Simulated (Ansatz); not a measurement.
# Localised basis functions on ZnS(100) slab, H on both faces (120 atoms), part 2 of 2

Wanted: errors and times of a linear-scaling basis for ZnS(100) slab, H on both faces (120 atoms). A setting counts as converged where the r.m.s. difference of forces stays under 1 % of the r.m.s. force.

Ansatz 0.2.0; Kohn-Sham DFT, PBE, PAW (set soft_2), plane waves.

The cell: 36 Zn, 36 S and 48 H. Caps of real hydrogen don't mimic the fractional bonds of a polar compound. Beside vacuum, support functions can miss their usual error bounds without a warning. The Brillouin zone is sampled at Γ only, in a cell whose shortest periodic width is 11 Å.

So far. Step 3 (Support functions low): Forces differ from the reference by 1.4 meV/Å r.m.s., 0.14 % of their size, well within a tolerance of 1 %; the energy by -2.1 meV/atom. It took 80 s and 17 cycles; the reference's time can't be set against it, since the two runs asked for unlike analyses. Step 4 (Support functions medium): Forces differ from the reference by 1.5 meV/Å r.m.s., 0.15 % of their size, well within a tolerance of 1 %; the energy by -2.1 meV/atom.

**5. Support functions medium, radius 3.36 Å**

Level of this step: Kohn-Sham DFT, PBE, PAW (set soft_2), localised support functions (medium) (Ansatz).

The radius confines each support function; a larger one gives more freedom and more work per atom.

input.yaml reads:

```yaml
crystal:
  lattice:
    - [11.47422, 0.0, 0.0]
    - [0.0, 15.29896, 0.0]
    - [0.0, 0.0, 20.42979]
  atoms:
    [... the 120 atom lines of step 2 ...]
kpoints:
  mp_grid: { grid: [1, 1, 1] }
hamiltonian:
  xc: pbe
scf:
  occupations: { method: fermi_dirac, width: 0.025 }
  eigensolver: { kind: { support_functions: { accuracy: medium, radius: 3.36 } } }
  mixing: { beta: 0.4 }
  max_iter: 150
output:
  forces: true
  eigenvalues: true
```

Run with:

```bash
> ansatz run input.yaml --threads 8 --pin off --max-ram 15872MiB --backend cpu --events-out ev --progress --plain --runs-dir out
```

Numbers of over 12 decimals in the logs are rounded to 6 here.

Output:

```text
Warning: scf.eigensolver.kind.support_functions: disabling space-group detection — the functions' gradient is summed over unrotated k-points, so no spatial operation reduces the k-mesh or symmetrises the density; time reversal is kept, so that k and −k are solved as one point where they differ and the mesh holds both, and exact exchange and, on two spinor components, a DFT+U term hold to it where the run has them: [...]
settings of this run that can trade accuracy for cost: scf.eigensolver.kind.support_functions [...]
Engine: ansatz 0.2.0, aarch64-unknown-linux-gnu
Pseudopotentials: kind: paw
Pseudopotential: Zn, paw, valence charge 12, recommended cutoff 420 eV (normal), Zn.paw.azcp
Pseudopotential: S, paw, valence charge 6, recommended cutoff 420 eV (normal), S.paw.azcp
Pseudopotential: H, paw, valence charge 1, recommended cutoff 420 eV (normal), H.paw.azcp
[... 5 lines on functional and potentials left out ...]
Error: SCF: the radius of support functions is under 3.76 Å, the least for these sites at the functions' level (scf.eigensolver.kind.support_functions.accuracy). Use scf.eigensolver.kind: auto, or type scf.eigensolver.kind.support_functions.radius at least as long, [...]
```

Wall time 1.2 s (8 threads of Arm Neoverse V2, shared host); peak memory 0.51 GiB.

The program refuses radii under 3.76 Å for these atoms at this level.

**6. The ladder side by side**

Each row is set against the plane-wave reference (Kohn-Sham DFT, PBE, PAW (set soft_2), plane waves; r.m.s. force component 0.985 eV/Å). Energies are set beside the reference only for runs with its functional, potentials and electron count. Times are for 8 threads of Arm Neoverse V2, shared host. The reference's time includes the DOS, ELF and grids, which some other runs skip.

```
                     run  Δ force, r.m.s. (meV/Å)  share of r.m.s. force (%)  Δ energy (meV/atom)  Δ gap (eV)  cycles  time  host memory (GiB)
               reference                        -                          -                    -           -      12  39 s                4.6
   support functions low                     1.41                      0.143                -2.06           0      17  80 s                4.9
support functions medium                     1.45                      0.147                -2.06      1.0e-4      19  89 s                5.0
```

**7. The reference in detail**

The comparisons rest on this run, so its electronic structure is set out here.

Length of the force by element:

```
element  coordination  atoms  mean length of the force (eV/Å)  spread  least  most
      H           all     48                             2.09    1.00  0.777  3.89
      S           all     36                             1.23   0.520  0.420  2.82
     Zn           all     36                            0.810   0.306  0.158  1.26
```

Intrinsic-atomic-orbital charges by element:

```
element  coordination  atoms  mean charge (e)  spread   least    most
      H           all     48           -0.183   0.174  -0.379  0.0138
      S           all     36           -0.970   0.414   -1.29  -0.356
     Zn           all     36             1.21  0.0285    1.16    1.25
```

By region:

```
  region  atoms  mean length of the force (eV/Å)  net charge (e)
    slab     72                             1.02            8.77
hydrogen     48                             2.09           -8.77
```

States in the cell by windows of 1 eV, zero at the Fermi level; the larger projections on atomic orbitals stand beside the total:

```
from (eV)  to (eV)  total   slab   Zn d   S p   H s  hydrogen  Zn s
      -14      -13   19.1   19.0    0.7   0.1   0.0       0.0   2.1
      -13      -12    4.9    4.9    0.2   0.0   0.0       0.0   0.3
      -12      -11    0.8    0.4    0.0   0.4   0.3       0.3   0.0
      -11      -10   15.4    8.9    0.9   7.8   6.1       6.1   0.0
      -10       -9   89.2   86.1   72.0  12.7   2.7       2.7   1.1
       -9       -8   63.7   60.5   42.4  13.9   2.8       2.8   3.6
       -8       -7  144.8  138.3  121.8  12.6   5.9       5.9   2.7
       -7       -6  114.4  111.6   92.3  15.5   2.4       2.4   3.0
       -6       -5   49.4   45.5   12.1  26.4   2.8       2.8   5.7
       -5       -4   36.6   31.7    5.9  22.3   3.9       3.9   2.1
       -4       -3   41.3   36.6    3.7  31.9   3.2       3.2   0.8
       -3       -2   36.2   29.0    4.0  23.9   6.0       6.0   0.7
       -2       -1    8.4    8.1    0.8   7.3   0.0       0.0   0.0
       -1        0   24.0    9.5    0.6   4.5  12.3      12.3   2.6
        0        1   23.2   11.4    0.1   7.8   6.3       6.3   2.8
        1        2   34.2   13.5    0.1   4.3   1.7       1.7   7.6
        2        3   47.6   13.1    0.4   5.3  10.0      10.0   6.3
        3        4   51.6   13.3    0.1   5.4   4.2       4.2   6.5
```

Between -19 and -14 eV lie 48 more states.

The levels nearest the highest filled one (over half full), pooled over k-points and spins:

```
level less the highest filled one (eV)  occupation
                                -0.134           2
                                -0.095           2
                               -0.0698           2
                               -0.0326           2
                               -0.0154           2
                                     0           2
                                 0.486           0
                                 0.503           0
                                 0.525           0
                                 0.642           0
                                 0.669           0
                                 0.709           0
```

Planar average of the electrostatic potential energy along the normal, with the Fermi level as zero, after a running mean with a triangular window 4 Å wide at its base:

```
height (Å)  potential energy (eV)
       0.0                   3.87
       0.6                   3.67
       1.1                   3.47
       1.7                   3.27
       2.3                   3.07
       2.8                   2.86
       3.5                   2.54
       4.1                   2.05
       4.7                   1.08
       5.2                  -0.41
       5.8                  -2.25
       6.4                  -3.98
       7.0                  -5.10
       7.5                  -5.54
       8.1                  -5.48
       8.7                  -5.12
       9.2                  -4.82
       9.8                  -4.50
      10.5                  -4.14
      11.1                  -3.88
      11.6                  -3.58
      12.2                  -3.34
      12.8                  -2.87
      13.3                  -2.06
      13.9                  -0.70
      14.5                   1.07
      15.0                   2.86
      15.6                   4.20
      16.2                   4.90
      16.7                   5.07
      17.5                   4.91
      18.0                   4.72
      18.6                   4.52
      19.2                   4.32
      19.7                   4.12
      20.3                   3.92
```

Valence density in the ca plane at fractional y = 0.000, with atoms of Zn and S and H within 0.2 Å of it. It is the smooth field of the valence electrons, not physical close to the nuclei.

Ten steps, logarithmic in the rise over the least value, from '0' (0 e/Å³) to '9' (30 e/Å³), each cell a mean:
```
00000000000000012332321000000012333321000000
00000000000000012321321000000012322321000000
00000000000000012332210000000012333210000000
00000000000000013321100000001122222100000000
00000000000000012210000000013675210000000000
00000000000000001100000000014897210000000000
00000000000000012210000000012564211000000000
00000000000000013332110000000112222110000000
00000000000000012332220000000012332321000000
00000000000000012321321000000012322321000000
00000000000000012332220000000012333210000000
00000000000000013322100000001122222100000000
00000000000000012210000000013675210000000000
00000000000000001100000000014897210000000000
00000000000000012211000000012564211000000000
00000000000000013332110000000112222110000000
00000000000000012332221000000012333321000000
00000000000000012321321000000012322321000000
00000000000000012332220000000012333220000000
00000000000000013322100000001122222100000000
00000000000000012210000000013674210000000000
00000000000000001100000000014897210000000000
00000000000000012211000000012564211000000000
00000000000000013332110000001112222110000000
```
Columns run along c (16.0 Å, from fractional 0.00 to 0.78 of the cell), rows up along a (11.5 Å). Atoms in or near the plane, at fractional coordinates: Zn at (0.53, 0.10), S at (0.33, 0.27), S at (0.60, 0.27), Zn at (0.53, 0.43), S at (0.33, 0.60), S at (0.60, 0.60), Zn at (0.53, 0.77), S at (0.33, 0.93), S at (0.60, 0.94), H at (0.29, 0.36), H at (0.29, 0.17), H at (0.29, 0.69), H at (0.29, 0.51), H at (0.30, 0.03) and more.

ELF in the ca plane at fractional y = 0.000, with atoms of Zn and S and H within 0.2 Å of it. It is the smooth field of the valence electrons, not physical close to the nuclei.

Ten even steps from '0' (0.00) to '9' (0.98), each cell a mean:
```
00000000000000158853785100001258854775100000
00000000000000147611686200001368611686100000
00000000000000268975774100001247876774100000
00000000000002599985431000011113577642000000
00000000001123578862100000111000123210000000
00000000012233455531000000111000111000000000
00000000001113589963100000111001244310000000
00000000000001589986541000011124788753000000
00000000000000258864774100001257854775100000
00000000000000147611786100000268711686200000
00000000000000268964774100001247876774100000
00000000000001599986431000011123577642000000
00000000000012478862100000111000122210000000
00000000001112345431000000111000111000000000
00000000000012589973210000111101234310000000
00000000000001489986542000011124787752000000
00000000000000258863685100001257855775100000
00000000000000147620686200000368711686100000
00000000000000268975774100001257866774100000
00000000000012699985431000011123677642000000
00000000001124689862100000111000233210000000
00000000001223455531000000110000111000000000
00000000000112479973110000111001244310000000
00000000000001489986542000011124788752000000
```
Columns run along c (16.0 Å, from fractional 0.00 to 0.78 of the cell), rows up along a (11.5 Å). Atoms in or near the plane, at fractional coordinates: Zn at (0.53, 0.10), S at (0.33, 0.27), S at (0.60, 0.27), Zn at (0.53, 0.43), S at (0.33, 0.60), S at (0.60, 0.60), Zn at (0.53, 0.77), S at (0.33, 0.93), S at (0.60, 0.94), H at (0.29, 0.36), H at (0.29, 0.17), H at (0.29, 0.69), H at (0.29, 0.51), H at (0.30, 0.03) and more.

Mean intrinsic-atomic-orbital charges: H -0.18, S -0.97, Zn +1.21 e. By these charges the region 'slab' has given 8.8 e to 'hydrogen'; where the regions aren't neutral units, this includes their ionic charge. The largest share in the top eV of filled states is H s (56 % of the projected weight), and in the lowest eV of empty states S p (41 % of the projected weight). The potential slopes across the vacuum by 0.35 eV/Å: the slab bears a dipole, and with periodic images along the normal there is no flat vacuum level to read.

**8. Structure statistics**

These statistics describe the geometry on which the runs were made.

Normalised to the volume that the atoms fill. Pair distribution functions g(r), in bins of 0.2 Å:

```
r (Å)  total   H-H   H-S  H-Zn    S-S   S-Zn  Zn-Zn
 1.20   0.50  2.74  0.26  0.00   0.00   0.00   0.00
 1.40   1.63  1.78  5.40  0.20   0.00   0.00   0.00
 1.60   1.42  2.84  0.00  4.04   0.00   0.00   0.00
 1.80   0.00  0.00  0.00  0.00   0.00   0.00   0.00
 2.00   0.00  0.00  0.00  0.00   0.00   0.00   0.00
 2.20   0.38  1.60  0.00  0.00   0.00   0.66   0.00
 2.40   2.12  0.10  0.00  0.00   0.00  11.70   0.00
 2.60   0.35  1.09  0.00  0.71   0.00   0.00   0.00
 2.80   0.47  0.00  1.26  0.68   0.00   0.00   0.00
 3.00   0.49  0.00  0.00  2.04   0.00   0.00   0.00
 3.20   0.50  0.00  1.97  0.13   0.00   0.00   0.00
 3.40   0.00  0.00  0.00  0.00   0.00   0.00   0.00
 3.60   0.00  0.00  0.00  0.00   0.00   0.00   0.00
 3.80   3.12  4.17  0.42  0.03  12.99   0.00  12.97
 4.00   1.35  0.94  3.34  1.68   0.00   0.00   0.00
 4.20   0.63  0.88  0.05  1.99   0.00   0.00   0.00
 4.40   1.28  0.79  0.00  0.00   0.00   6.40   0.00
 4.60   0.70  0.73  0.02  0.62   0.00   2.38   0.00
 4.80   0.33  0.00  0.88  0.50   0.00   0.00   0.00
 5.00   0.46  0.07  1.64  0.23   0.00   0.00   0.00
 5.20   0.31  0.22  0.00  1.14   0.00   0.00   0.00
 5.40   0.96  2.32  0.00  0.00   3.25   0.00   3.25
 5.60   0.17  0.02  0.00  0.69   0.00   0.00   0.00
 5.80   0.66  0.00  0.60  0.26   0.00   2.51   0.00
 6.00   0.61  0.21  0.52  0.54   0.00   1.79   0.00
 6.20   0.64  0.02  1.58  1.07   0.00   0.00   0.00
 6.40   0.45  0.55  0.53  0.96   0.00   0.00   0.00
 6.60   1.43  0.32  0.79  0.33   6.19   0.00   6.14
```

Bonds by pair of elements; cutoffs follow the first minimum of g(r), held within bounds set by covalent radii, and pairs that aren't listed don't count as bonded (cutoffs were set anew for this text, so counts can differ from the run's own analysis):

```
pair A-B  cutoff (Å)  bonds  mean length (Å)  spread (Å)  shortest (Å)  B about A  A about B
     H-S         1.7     24             1.34       0.026          1.30        0.5      0.667
    H-Zn        1.98     24             1.55       0.025           1.5        0.5      0.667
    S-Zn        2.77    120             2.34       0.026          2.28       3.33       3.33
```

How many atoms have how many bonded neighbours:

```
element  mean   1   4
      H     1  48   0
      S     4   0  36
     Zn     4   0  36
```

For some of the pairs, g(r) has its first main peak near 1.34 Å (H-S), 1.55 Å (H-Zn), 3.82 Å (S-S), 2.34 Å (S-Zn) and 3.83 Å (Zn-Zn). Counting bonds as in the table, all H atoms have 1, all S atoms have 4 and all Zn atoms have 4 bonded neighbours.

Local excerpt of 13 atoms (numbers count through the whole input) about H110, which bears the longest force; x, y, z are measured from there.

```
atom      x      y      z  distance (Å)  bonds  intrinsic-atomic-orbital charge (e)     Fx     Fy  Fz (eV/Å)
H110   0.00   0.00   0.00          0.00      1                                 0.01  -3.48  -0.08      -1.74
 S56   1.07   0.05   0.73          1.30      4                                -0.36   0.01  -0.10       2.82
 H94  -1.68   0.02  -0.04          1.68      1                                 0.00   2.26  -0.01      -0.79
H109   2.14   0.03  -0.03          2.14      1                                 0.00   3.42  -0.05      -1.71
 S32  -2.77  -0.01   0.75          2.87      4                                -0.39   0.47   0.34       1.26
Zn55   1.06  -1.87   2.11          3.01      4                                 1.23  -0.02  -0.08       0.98
Zn61   1.04   1.93   2.10          3.04      4                                 1.25   0.20   0.05       0.94
 H78   3.76   0.02  -0.02          3.76      1                                -0.02  -2.60   0.01      -0.92
H106  -0.01  -3.81  -0.05          3.81      1                                -0.01  -2.97  -0.01      -1.33
H113  -0.04   3.83  -0.03          3.83      1                                 0.00  -2.13   0.01      -0.73
 H93  -3.86   0.00  -0.05          3.86      1                                -0.01  -2.78   0.04      -1.13
Zn31  -2.76  -1.88   2.09          3.95      4                                 1.24  -0.19  -0.18       1.09
Zn37  -2.78   1.95   2.12          4.00      4                                 1.24   0.19  -0.15       0.71
```

The column of bonds counts only the pairs H-S within 1.70 Å, H-Zn within 1.98 Å, S-Zn within 2.77 Å; other neighbours, such as metal atoms beside each other in a compound, aren't counted, and periodic images can show an atom twice.

**9. What came out**

```
free energy per atom                             : -1272.6841 eV/atom
r.m.s. force component                           : 0.9853 eV/Å
gap (highest filled to lowest empty level) : 0.486 eV
wall time of the 3 DFT runs                      : 3.5 min
```

In words: Against plane waves at 420 eV, the forces differ by 1.5 meV/Å (0.15 %) with support functions medium. At 120 atoms the fastest of the runs at a preset level, support functions low, takes roughly 2.1 times the time of plane waves (whose run also made extra analyses, so the like-for-like ratio is larger), in 17 SCF cycles against 12. Differences between support functions and plane waves include what basis error the plane-wave run still has.

The highest filled and lowest empty levels differ by 0.486 eV at Γ alone; the mesh holds the band edges only if they fold onto it, so the gap at this level can be narrower or closed, and states at the surface or the caps may set it. Counting bonds as in the table, all H atoms have 1, all S atoms have 4 and all Zn atoms have 4 bonded neighbours.

What to keep in mind: The geometry was built by rule, was displaced at random and isn't relaxed at this level: its force components are 0.99 eV/Å r.m.s. The slab bears a dipole and has periodic images along its normal, so a spurious field crosses the vacuum.

[Logs are printed without paths, hosts, clocks, repeated set-up lines and the standing remarks that a program may print on its own settings, such as how far it seeks lower states.]

[Hosts, paths, dates, database ids (printed as entryN), source tags and the programs' standing remarks are cut or masked in the printed files.]
